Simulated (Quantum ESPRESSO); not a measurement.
# How volume moves the moments of MnF2, part 2 of 2

Aim: follow moments and order energies of MnF2 with volume.

Quantum ESPRESSO 7.5; PBE with U = 4 eV on Mn d (ortho-atomic projectors); plane waves with GBRV 1.5 PBE potentials, no spin-orbit coupling.

So far, absolute magnetization (μB): step 2 (volume 0.92, ferro ++) 10.0; step 3 (volume 0.92, antiferro +-) 9.70.

## (4) Volume 0.92, no spin polarisation

pw.in reads:

```
&CONTROL
  calculation = 'scf'
  prefix = 'pwscf'
  outdir = './tmp'
  pseudo_dir = './pseudo'
  disk_io = 'nowf'
  tprnfor = .true.
  tstress = .true.
/
&SYSTEM
  ibrav = 0
  nat = 6
  ntyp = 2
  ecutwfc = 40
  ecutrho = 280
  nbnd = 39
  occupations = 'smearing'
  smearing = 'fd'
  degauss = 0.00367493
/
&ELECTRONS
  conv_thr = 1.2d-08
  electron_maxstep = 150
  mixing_beta = 0.3
/
ATOMIC_SPECIES
Mn     54.9380 mn_pbe_v1.5.uspp.F.UPF
F      18.9984 f_pbe_v1.4.uspp.F.UPF
CELL_PARAMETERS angstrom
   4.7402034212    0.0000000000    0.0000000000
   0.0000000000    4.7402034212    0.0000000000
   0.0000000000    0.0000000000    3.2199498270
ATOMIC_POSITIONS crystal
Mn      0.0000000000    0.0000000000    0.0000000000
Mn      0.5000000000    0.5000000000    0.5000000000
F       0.3053000000    0.3053000000    0.0000000000
F       0.1947000000    0.8053000000    0.5000000000
F       0.6947000000    0.6947000000    0.0000000000
F       0.8053000000    0.1947000000    0.5000000000
K_POINTS automatic
6 6 6 0 0 0
HUBBARD {ortho-atomic}
U Mn-3d 4.0000
```

Launch:

```console
OMP_NUM_THREADS=1 mpirun -n 2 pw.x -nk 2 -in pw.in > pw.out
```

The log of the run:

```text
     [... lines left out ...]
Program PWSCF v.7.5 starts
     [... lines left out ...]
     number of atoms/cell      =            6
     [... lines left out ...]
     number of electrons       =        58.00
     number of Kohn-Sham states=           39
     kinetic-energy cutoff     =      40.0000  Ry
     charge density cutoff     =     280.0000  Ry
     scf convergence threshold =      1.2E-08
     [... lines left out ...]
     16 Sym. Ops., with inversion, found ( 8 have fractional translation)
     [... lines left out ...]
     number of k points=    40  Fermi-Dirac smearing, width (Ry)=  0.0037
     [... lines left out ...]
     iteration # 12     ecut=    40.00 Ry     beta= 0.30
     [... lines left out ...]
     Tr[ns(  1)] =   5.46177
     [... lines left out ...]
     Tr[ns(  2)] =   5.46177
     [... lines left out ...]
     the Fermi energy is     7.7252 ev
!    total energy              =    -616.57808333 Ry
     estimated scf accuracy    <          6.7E-09 Ry
     smearing contrib. (-TS)   =      -0.00495091 Ry
     [... lines left out ...]
     convergence has been achieved in  12 iterations
     [... lines left out ...]
     Total force =     0.006995     Total SCF correction =     0.000275
     [... lines left out ...]
          total   stress  (Ry/bohr**3)                   (kbar)     P=      -66.48
     [... lines left out ...]
```

The job ended after 66 s (2 MPI ranks of Intel Xeon at 2.70GHz, shared host; peak memory 0.34 GiB; 2.2 min of CPU time).

This step gave:

| Property | Result |
| --- | --- |
| smearing term TS | 0.06736 eV |
| pressure | -6.648 GPa |
| final state | non-magnetic (no spin polarisation) |

## (5) Volume 1.08, ferro ++

pw.in, as its differences from that of step 4:

```diff
@@ -15,3 +15,3 @@
   ecutrho = 280
-  nbnd = 39
+  nbnd = 44
   occupations = 'smearing'
@@ -19,2 +19,5 @@
   degauss = 0.00367493
+  nspin = 2
+  starting_magnetization(1) = 0.3
+  starting_magnetization(2) = 0
 /
@@ -29,5 +32,5 @@
 CELL_PARAMETERS angstrom
-   4.7402034212    0.0000000000    0.0000000000
-   0.0000000000    4.7402034212    0.0000000000
-   0.0000000000    0.0000000000    3.2199498270
+   5.0004484614    0.0000000000    0.0000000000
+   0.0000000000    5.0004484614    0.0000000000
+   0.0000000000    0.0000000000    3.3967304200
 ATOMIC_POSITIONS crystal
```

The log of the run:

```text
     [... lines left out ...]
Program PWSCF v.7.5 starts
     [... lines left out ...]
     number of atoms/cell      =            6
     [... lines left out ...]
     number of electrons       =        58.00
     number of Kohn-Sham states=           44
     kinetic-energy cutoff     =      40.0000  Ry
     charge density cutoff     =     280.0000  Ry
     scf convergence threshold =      1.2E-08
     [... lines left out ...]
     16 Sym. Ops., with inversion, found ( 8 have fractional translation)
     [... lines left out ...]
     number of k points=    40  Fermi-Dirac smearing, width (Ry)=  0.0037
     [... lines left out ...]
     iteration # 11     ecut=    40.00 Ry     beta= 0.30
     [... lines left out ...]
     Magnetic moment per site  (integrated on atomic sphere of radius R)
     atom   1 (R=0.178)  charge= 12.4098  magn=  4.3080
     atom   2 (R=0.178)  charge= 12.4098  magn=  4.3080
     atom   3 (R=0.178)  charge=  6.7872  magn=  0.0611
     atom   4 (R=0.178)  charge=  6.7872  magn=  0.0611
     atom   5 (R=0.178)  charge=  6.7872  magn=  0.0611
     atom   6 (R=0.178)  charge=  6.7872  magn=  0.0611
     [... lines left out ...]
     Tr[ns(  1)] (up, down, total) =   4.98983  0.17055  5.16039
     [... lines left out ...]
     Tr[ns(  2)] (up, down, total) =   4.98983  0.17055  5.16039
     [... lines left out ...]
     the Fermi energy is     5.8681 ev
!    total energy              =    -617.22899073 Ry
     estimated scf accuracy    <          1.3E-09 Ry
     smearing contrib. (-TS)   =      -0.00000000 Ry
     [... lines left out ...]
     total magnetization       =    10.00 Bohr mag/cell
     absolute magnetization    =    10.00 Bohr mag/cell
     convergence has been achieved in  11 iterations
     [... lines left out ...]
     Total force =     0.002382     Total SCF correction =     0.000052
     [... lines left out ...]
          total   stress  (Ry/bohr**3)                   (kbar)     P=      -16.88
     [... lines left out ...]
```

It took 2 min on 2 MPI ranks; peak memory 0.39 GiB; 4 min of CPU time.

This step gave:

* smearing term TS: 3.12e-13 eV
* pressure: -1.688 GPa
* magnetization: 10 μB
* absolute magnetization: 10.00 μB
* final state: ferromagnetic
* largest moment: 4.308 μB

## (6) Trends

The runs not shown differ from these in the moved quantity alone.

States, by row:

| volume | ferro ++ | antiferro +- | no spin polarisation |
| --- | --- | --- | --- |
| 0.92 | ferromagnetic | antiferromagnetic | non-magnetic |
| 0.96 | ferromagnetic | antiferromagnetic | non-magnetic |
| 1 | ferromagnetic | antiferromagnetic | non-magnetic |
| 1.04 | ferromagnetic | antiferromagnetic | non-magnetic |
| 1.08 | ferromagnetic | antiferromagnetic | non-magnetic |

Table of largest site moment by volume:

| volume (factor) | ferro ++ (μB) | antiferro +- (μB) |
| --- | --- | --- |
| 0.9200 | 4.18 | 4.16 |
| 0.9600 | 4.21 | 4.20 |
| 1.0000 | 4.25 | 4.24 |
| 1.0400 | 4.28 | 4.27 |
| 1.0800 | 4.31 | 4.30 |

Table of energy less that of the parallel start by volume; values in meV a seeded atom:

| volume (factor) | antiferro +- | no spin polarisation |
| --- | --- | --- |
| 0.9200 | -30.8 | 4167 |
| 0.9600 | -24.7 | 4377 |
| 1.0000 | -19.8 | 4562 |
| 1.0400 | -15.9 | 4726 |
| 1.0800 | -12.8 | 4872 |

Table of energy over the lowest by volume; values in meV an atom:

| volume (factor) | ferro ++ | antiferro +- | no spin polarisation |
| --- | --- | --- | --- |
| 0.9200 | 91.2 | 80.9 | 1480 |
| 0.9600 | 45.8 | 37.5 | 1505 |
| 1.0000 | 18.3 | 11.7 | 1539 |
| 1.0400 | 5.51 | 0.215 | 1581 |
| 1.0800 | 4.25 | 0 | 1628 |

## (7) What came out

| Quantity | Value |
| --- | --- |
| moment, parallel start | 4.18 to 4.31 μB |
| states met from these starts | antiferromagnetic and ferromagnetic |

In words: The moment of the parallel start goes from 4.18 μB at 0.92 to 4.31 μB at 1.08. The net moment of the cell goes from 10 to 10 μB. The radius of the spheres follows the nearest distance, so part of the change of the site moments is the spheres'. The largest moment of the start antiferro +- lies between 4.16 and 4.30 μB. The start antiferro +- lies under the parallel one at every finished point, by 12.8 to 30.8 meV a seeded atom.

[Logs and program files are shortened in this print: banners, set-up blocks, solver, clock and traceback lines can be left out without a mark of their own.]

[Logs are printed without paths, hosts, clocks, repeated set-up lines and the standing remarks that a program may print on its own settings, such as how far it seeks lower states.]

[Hosts, paths, dates, database ids (printed as entryN), source tags and the programs' standing remarks are cut or masked in the printed files.]

[Where a cell is said to come from a database of computed structures, the database is the Materials Project.]
